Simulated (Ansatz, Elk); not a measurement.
# How far do independent atoms describe ZnPb?, part 2 of 2

The structure of ZnPb used here is made up (a known structure type with other elements) and was relaxed beforehand with PBE. The aim is the Fourier transform of its all-electron density, F(hkl), set beside the sum over free spherical atoms that refinements use.

Elk 11.2.3 (patched build); all-electron DFT.

So far: Starting point; Ground state and structure factors; The highest occupied states alone.

The structure was built from a prototype and need not be the compound's stable phase.

### 4. Another functional

Level of this step: DFT, LDA (Perdew-Wang), all-electron APW+lo, Dirac cores, scalar-relativistic bands, static density, no spin (Elk).

The difference from free atoms is small, so it is set against the change that LDA (Perdew-Wang) makes.

File elk.in:

```
tasks
  0
  195

xctype
  3

spinpol
  .false.

rgkmax
  7.0

gmaxvr
  14.0

lmaxo
  7

lmaxapw
  8

swidth
  0.002

tshift
  .false.

ramdisk
  .false.

hmaxvr
  5.5

maxscl
  120

epspot
  1e-06

sppath
  './'

avec
  6.67259411923 0.00000000000 0.00000000000
  0.00000000000 6.67259411923 0.00000000000
  0.00000000000 0.00000000000 7.46088986670

atoms
  2
  'Pb.in'
  1
  0.5000000000 0.5000000000 0.5000000000   0.000000 0.000000 0.000000
  'Zn.in'
  1
  -0.0000000000 0.0000000000 0.0000000000   0.000000 0.000000 0.000000

ngridk
  6 6 6
```

Command:

```sh
$ OMP_NUM_THREADS=4 elk
```

Numbers of over 12 decimals in the logs are rounded to 6 here.

The program printed:

```text
┌─────────────────────────┐
│ Elk code version 11.2.3 │
└─────────────────────────┘

All units are atomic (Hartree, Bohr, etc.)

┌─────────────────────────────────────────────────┐
│ Ground-state run starting from atomic densities │
└─────────────────────────────────────────────────┘

Lattice vectors :
   6.672594119       0.000000000       0.000000000
   0.000000000       6.672594119       0.000000000
   0.000000000       0.000000000       7.460889867

Reciprocal lattice vectors :
  0.9416405666       0.000000000       0.000000000
[...]
species : 1 (Pb)
   atom 1                    :    80.32821996     (  0.1187345402E-02)
  species : 2 (Zn)
   atom 1                    :    28.78458564     (  0.8020911587E-04)
 total in muffin-tins        :    109.1128056
 total calculated charge     :    111.9986393
 total charge                :    112.0000000
 error                       :   0.1360657040E-02

┌──────────────────────────────┐
│ Self-consistent loop stopped │
└──────────────────────────────┘

Warning : the lowest level lies among the core levels :   -2.743075186      -2.584382198

Warning : core states of species 1 leak from the muffin-tin :   0.1187345402E-02

Wrote STATE.OUT
[key lines of the parts left out:]
total energy                :     -22710.814261221
```

The job ended after 6.4 s (4 threads of Intel Xeon Platinum 8488C (Sapphire Rapids), shared host; peak memory 0.16 GiB; 17 s of CPU time).

Against the first run R = 0.01 %; the largest change is -0.027 at 112.

### 5. Basis size

The basis and the expansions that go with it are enlarged, to see whether the differences are converged.

Changes to elk.in since step 4:

```diff
@@ -5,3 +5,3 @@
 xctype
-  3
+  20
 
@@ -11,12 +11,12 @@
 rgkmax
-  7.0
+  8.5
 
 gmaxvr
-  14.0
+  18.0
 
 lmaxo
-  7
+  9
 
 lmaxapw
-  8
+  10
```

Command:

```sh
$ OMP_NUM_THREADS=4 elk
```

The program printed:

```text
┌─────────────────────────┐
│ Elk code version 11.2.3 │
└─────────────────────────┘

All units are atomic (Hartree, Bohr, etc.)

┌─────────────────────────────────────────────────┐
│ Ground-state run starting from atomic densities │
└─────────────────────────────────────────────────┘

Lattice vectors :
   6.672594119       0.000000000       0.000000000
   0.000000000       6.672594119       0.000000000
   0.000000000       0.000000000       7.460889867

Reciprocal lattice vectors :
  0.9416405666       0.000000000       0.000000000
[...]
species : 1 (Pb)
   atom 1                    :    80.32001779     (  0.1177976038E-02)
  species : 2 (Zn)
   atom 1                    :    28.77921744     (  0.7985681203E-04)
 total in muffin-tins        :    109.0992352
 total calculated charge     :    111.9987211
 total charge                :    112.0000000
 error                       :   0.1278861585E-02

┌──────────────────────────────┐
│ Self-consistent loop stopped │
└──────────────────────────────┘

Warning : the lowest level lies among the core levels :   -2.735688762      -2.567675602

Warning : core states of species 1 leak from the muffin-tin :   0.1177976038E-02

Wrote STATE.OUT
[key lines of the parts left out:]
total energy                :     -22724.765401786
```

Run time: 24 s. Hardware: 4 threads; peak memory 0.22 GiB.

Against the first run R = 0.00 %; the largest change is -0.007 at 103.

### 6. A coarser k-mesh

About half the k-points along each axis test the sampling.

Changes to elk.in since step 5:

```diff
@@ -11,12 +11,12 @@
 rgkmax
-  8.5
+  7.0
 
 gmaxvr
-  18.0
+  14.0
 
 lmaxo
-  9
+  7
 
 lmaxapw
-  10
+  8
 
@@ -58,2 +58,2 @@
 ngridk
-  6 6 6
+  3 3 3
```

Command:

```sh
$ OMP_NUM_THREADS=4 elk
```

The program printed:

```text
┌─────────────────────────┐
│ Elk code version 11.2.3 │
└─────────────────────────┘

All units are atomic (Hartree, Bohr, etc.)

┌─────────────────────────────────────────────────┐
│ Ground-state run starting from atomic densities │
└─────────────────────────────────────────────────┘

Lattice vectors :
   6.672594119       0.000000000       0.000000000
   0.000000000       6.672594119       0.000000000
   0.000000000       0.000000000       7.460889867

Reciprocal lattice vectors :
  0.9416405666       0.000000000       0.000000000
[...]
species : 1 (Pb)
   atom 1                    :    80.33868437     (  0.1180314492E-02)
  species : 2 (Zn)
   atom 1                    :    28.70024977     (  0.7971808693E-04)
 total in muffin-tins        :    109.0389341
 total calculated charge     :    111.9987077
 total charge                :    112.0000000
 error                       :   0.1292325293E-02

┌──────────────────────────────┐
│ Self-consistent loop stopped │
└──────────────────────────────┘

Warning : the lowest level lies among the core levels :   -2.755540776      -2.571498950

Warning : core states of species 1 leak from the muffin-tin :   0.1180314492E-02

Wrote STATE.OUT
[key lines of the parts left out:]
total energy                :     -22724.763367298
```

The job ended after 7.3 s (4 threads; peak memory 0.16 GiB; 15 s of CPU time).

Against the first run R = 0.01 %; the largest change is +0.094 at 001.

### 7. Settings against the effect

```csv
run,R against the first run (%),"R against neutral atoms, low angle (%)",wall time
"PBE, rgkmax 7",0.00,0.25,11 s
LDA (Perdew-Wang),0.01,0.26,6.4 s
rgkmax 8.5 with larger expansions,0.00,0.25,24 s
k-mesh 3×3×3,0.01,0.24,7.3 s
```

### 8. What came out

```json
{
 "R against neutral atoms, sin θ/λ < 0.3 Å⁻¹": "0.25 %",
 "R against neutral atoms, 0.3 to 0.83 Å⁻¹": "0.08 %"
}
```

**Reading.** Independent neutral atoms miss the calculated amplitudes by R = 0.25 % below 0.3 Å⁻¹ and 0.08 % from there to 0.83 Å⁻¹; by shells, 0.07 % below 0.15 Å⁻¹ (2 forms), 0.27 % 0.15 to 0.3 (6 forms), 0.12 % 0.3 to 0.45 (14 forms), 0.07 % above 0.45 (74 forms). Bonding, aspherical density and the tables' own atoms all enter these figures, and the runs don't part them. The largest change of an amplitude is -0.24 electrons, at 110. The window's part falls from 15.7 electrons at the origin to at most 2.90 between 0.45 and 0.83 Å⁻¹, where compact states inside the window still scatter. Below 0.3 Å⁻¹ the changes that finished (LDA (Perdew-Wang), rgkmax 8.5 with larger expansions and k-mesh 3×3×3) move F by R = 0.04 % at most, against the 0.25 % that separates it from free atoms. A single amplitude moves by up to 0.09 electrons, against 0.24 for the largest difference from free atoms. Spin-orbit coupling is left out, which can matter for elements this heavy. Part of the difference isn't bonding: the tables are fits to free atoms and ions calculated by other methods than this functional. Thermal motion, anomalous dispersion and extinction are left out.

[Logs are printed without paths, hosts, clocks, repeated set-up lines and the standing remarks that a program may print on its own settings, such as how far it seeks lower states.]

[Hosts, paths, dates, database ids (printed as entryN), source tags and the programs' standing remarks are cut or masked in the printed files.]
